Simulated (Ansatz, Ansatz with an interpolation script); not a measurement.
# BaTiO3 (R3m): what limits a Wannier interpolation of GW, part 2 of 2

Aim: vary the Wannier model and the GW settings for BaTiO3 (R3m) and see what the interpolated bands lose.

Ansatz 0.2.0; maximally localised Wannier functions, LDA, plane waves, PAW; PAW set soft_1. Known limits of the many-body steps: not at the basis limit; no spin-orbit coupling; coarse k mesh.

So far. Step 6 (G0W0: 2×2×2 mesh, 267 empty bands, screening to 150 eV …): The G0W0 gap on the mesh is 3.884 eV.

### 7. G0W0: 8×8×8 mesh, 94 empty bands, screening to 75 eV, PAW set soft_1 files

Level of this step: G0W0 on LDA, plane waves, PAW; PAW set soft_1 (Ansatz).

Input file input.yaml:

```yaml
crystal:
  lattice:
    - [2.8273666084, 1.6323808724, 2.3183934932]
    - [-2.8273666084, 1.6323808724, 2.3183934932]
    - [0.0, -3.2647617449, 2.3183934932]
  atoms:
    - { symbol: Ba, position: [0.0, 0.0, 0.0] }
    - { symbol: Ti, position: [0.4845, 0.4845, 0.4845] }
    - { symbol: O, position: [0.5086, 0.5086, 0.0175] }
    - { symbol: O, position: [0.0175, 0.5086, 0.5086] }
    - { symbol: O, position: [0.5086, 0.0175, 0.5086] }
kpoints:
  mp_grid: { grid: [8, 8, 8] }
hamiltonian:
  xc: lda
  pseudopotentials: { kind: paw, azcp: { folder: soft_1 }, xc_functional: pbe }
scf:
  occupations: { method: fixed }
gw:
  n_empty_bands: 94
  ecut_chi: 75
  qp_bands: [v9, c5]
  screening: { model: contour_deformation }
```

On the command line:

```console
ansatz run input.yaml --threads 3 --pin off --max-ram 92160MiB --backend cuda --events-out ev --progress --plain --runs-dir out --devices 1 --max-vram 13GiB
```

Numbers of over 12 decimals in the logs are rounded to 6 here.

Output:

```text
GPUs: using 1 of 1 available (devices: 1).
[...]
GPU FFT provider: cuFFT
GPU libraries: cuBLAS 13.8.2, cuFFT 12.4.0, cuSOLVER 12.3.4
Crystal: 5 atoms, lattice volume = 64.201 Å³
Basis set: ecut = 420 eV, 1237 PW (Γ)
Bands: 25, of which v1, the nominal top of the filled ones, is band 20 counted from 1 (19 counted from 0)
Symmetry: 6 space group operations
[...]
k-points: 65 of 512 (time reversal used)
[...]
64    21     14.1727   -14.6059    -7.2524   -23.7235  0.6932    16.1752    16.0379  root ?
    64    22     14.3218   -14.7056    -7.3356   -23.9191  0.6902    16.3438    16.1997  root ?
    64    23     14.3218   -14.7056    -7.3356   -23.9191  0.6902    16.3438    16.1997  root ?
    64    24     16.4735    -9.4044    -4.6416   -15.3572  0.7976    17.8109    17.7846  root
    64    25     16.4735    -9.4044    -4.6416   -15.3572  0.7976    17.8109    17.7846  root
[key lines of the parts left out:]
SCF converged after 8 iterations
Free energy (F): -9904.586277 eV
Fermi energy:    9.817916 eV
```

The job ended after 4.5 min (1 × NVIDIA H100 80GB HBM3 (shared by 6 runs) with 3 threads of AMD EPYC 7R13 (Zen 3), shared host; peak memory 1.6 GiB).

The G0W0 gap on the mesh is 4.132 eV.

### 8. G0W0: 4×4×4 mesh, 124 empty bands, screening to 90 eV, PAW set soft_1 files

Changes to input.yaml since step 7:

```diff
@@ -12,3 +12,3 @@
 kpoints:
-  mp_grid: { grid: [8, 8, 8] }
+  mp_grid: { grid: [4, 4, 4] }
 hamiltonian:
@@ -19,4 +19,4 @@
 gw:
-  n_empty_bands: 94
-  ecut_chi: 75
+  n_empty_bands: 124
+  ecut_chi: 90
   qp_bands: [v9, c5]
```

Output:

```text
GPUs: using 1 of 1 available (devices: 1).
[...]
GPU FFT provider: cuFFT
GPU libraries: cuBLAS 13.8.2, cuFFT 12.4.0, cuSOLVER 12.3.4
Crystal: 5 atoms, lattice volume = 64.201 Å³
Basis set: ecut = 420 eV, 1237 PW (Γ)
Bands: 25, of which v1, the nominal top of the filled ones, is band 20 counted from 1 (19 counted from 0)
Symmetry: 6 space group operations
[...]
k-points: 13 of 64 (time reversal used)
[...]
12    21     14.1730   -14.6101    -7.3672   -23.7242  0.6913    16.0326    15.9200  root ?
    12    22     14.3218   -14.7070    -7.4567   -23.9194  0.6880    16.1964    16.0774  root ?
    12    23     14.3218   -14.7070    -7.4567   -23.9194  0.6880    16.1964    16.0774  root ?
    12    24     16.4735    -9.3793    -4.7613   -15.3567  0.7952    17.7115    17.6895  root
    12    25     16.4735    -9.3793    -4.7613   -15.3567  0.7952    17.7115    17.6895  root
[key lines of the parts left out:]
SCF converged after 8 iterations
Free energy (F): -9904.583849 eV
Fermi energy:    9.818031 eV
```

Run time: 19 s. Hardware: 1 × NVIDIA H100 80GB HBM3 (shared by 6 runs) with 3 threads; peak memory 1.1 GiB; 28 s of CPU time.

The G0W0 gap on the mesh is 4.103 eV.

### 9. G0W0: 4×4×4 mesh, 267 empty bands, screening to 150 eV, plasmon pole, PAW set soft_1 files

Changes to input.yaml since step 8:

```diff
@@ -19,5 +19,5 @@
 gw:
-  n_empty_bands: 124
-  ecut_chi: 90
+  n_empty_bands: 267
+  ecut_chi: 150.0
   qp_bands: [v9, c5]
-  screening: { model: contour_deformation }
+  screening: { model: godby_needs }
```

Output:

```text
GPUs: using 1 of 1 available (devices: 1).
[...]
GPU FFT provider: cuFFT
GPU libraries: cuBLAS 13.8.2, cuFFT 12.4.0, cuSOLVER 12.3.4
Crystal: 5 atoms, lattice volume = 64.201 Å³
Basis set: ecut = 420 eV, 1237 PW (Γ)
Bands: 25, of which v1, the nominal top of the filled ones, is band 20 counted from 1 (19 counted from 0)
Symmetry: 6 space group operations
[...]
k-points: 13 of 64 (time reversal used)
[...]
0    19      9.4671   -25.7743     4.1721   -21.4345  0.7677     9.2993     9.2995  root
[...]
12    22     14.3218   -14.7070    -7.4111   -23.9194  0.7485    16.1451    16.1231  root
    12    23     14.3218   -14.7070    -7.4111   -23.9194  0.7485    16.1451    16.1231  root
    12    24     16.4735    -9.3793    -4.8805   -15.3567  0.8249    17.5765    17.5704  root
    12    25     16.4735    -9.3793    -4.8805   -15.3567  0.8249    17.5765    17.5704  root
[key lines of the parts left out:]
SCF converged after 8 iterations
Free energy (F): -9904.583849 eV
Fermi energy:    9.818031 eV
```

The job ended after 44 s (1 × NVIDIA H100 80GB HBM3 (shared by 6 runs) with 3 threads; peak memory 1.9 GiB; 83 s of CPU time).

The G0W0 gap on the mesh is 4.111 eV.

### 10. Interpolated results

Times are wall times on 1 × NVIDIA H100 80GB HBM3 (shared by 6 runs) with 3 threads of AMD EPYC 7R13 (Zen 3), shared host, good to a factor of about two.

```
GW mesh  empty bands  cutoff (eV)            frequency  gap on mesh (eV)  gap over zone (eV)  direct gap (eV)  valence width (eV)  GW time
  4×4×4          267          150  contour deformation             4.097               4.089            4.332               4.483     21 s
  2×2×2          267          150  contour deformation             3.884               3.982            4.237               4.498    6.1 s
  8×8×8           94           75  contour deformation             4.132               4.124            4.386               4.598  4.5 min
  4×4×4          124           90  contour deformation             4.103               4.094            4.322               4.567     19 s
  4×4×4          267          150         plasmon pole             4.111               4.104            4.356               4.735     44 s
```

### 11. What came out

```
4×4×4 mesh, 267 empty bands, screening to 150 eV, PAW set soft_1 files               : 4.09 eV
2×2×2 mesh, 267 empty bands, screening to 150 eV, PAW set soft_1 files               : 3.98 eV
8×8×8 mesh, 94 empty bands, screening to 75 eV, PAW set soft_1 files                 : 4.12 eV
4×4×4 mesh, 124 empty bands, screening to 90 eV, PAW set soft_1 files                : 4.09 eV
4×4×4 mesh, 267 empty bands, screening to 150 eV, plasmon pole, PAW set soft_1 files : 4.10 eV
```

**Reading.** The largest change, −0.11 eV in the gap over the zone, comes with 2×2×2 mesh, 267 empty bands, screening to 150 eV, PAW set soft_1 files. The first run is a reference, not a converged one, and where a row moves several settings no single cause can be named. Rows on another GW mesh add that mesh's corrections to the bands of the one model. Coarser Wannier mesh (4×4×4): the miss near the gap goes from under 1 (the model on 8×8×8) to 3 meV and the total spread from 15.4 to 14.5 Å². Nothing frozen (4×4×4): the miss near the gap goes from 3 (the model on 4×4×4) to 80 meV and the total spread from 14.5 to 13.3 Å². With 2×2×2 mesh, 267 empty bands, screening to 150 eV, PAW set soft_1 files the gap over the zone moves by −0.11 eV and that on the mesh by −0.21 eV. With 8×8×8 mesh, 94 empty bands, screening to 75 eV, PAW set soft_1 files the gap over the zone moves by +0.03 eV and that on the mesh by +0.04 eV. With 4×4×4 mesh, 124 empty bands, screening to 90 eV, PAW set soft_1 files the gap over the zone moves by +0.005 eV and that on the mesh by +0.01 eV. With 4×4×4 mesh, 267 empty bands, screening to 150 eV, plasmon pole, PAW set soft_1 files the gap over the zone moves by +0.01 eV and that on the mesh by +0.01 eV. Gaps over the zone and on the mesh differ where an edge lies off the mesh, or where a GW run starts from another density: the starting gap over the zone is 2.354 eV, on the GW meshes it is 2.354 eV, 2.243 eV and 2.355 eV. The 4×4×4 mesh is coarse for this cell (its supercell is 16 Å along the shortest edge). The RPA ε∞ on it, from the LDA start, is 5.39 and 5.86; such meshes misread the long-range screening, most where the gap is narrow. The many-body steps are scalar-relativistic: spin-orbit coupling is not in them.

[Paths, hosts, dates, memory and timing lines, banners, echoed tables and standing remarks are left out of the program output.]

[Logs are printed without paths, hosts, clocks, repeated set-up lines and the standing remarks that a program may print on its own settings, such as how far it seeks lower states.]

[Runs of the session that timed out or met a known fault of the program may be left out.]

[Hosts, paths, dates, database ids (printed as entryN), source tags and the programs' standing remarks are cut or masked in the printed files.]
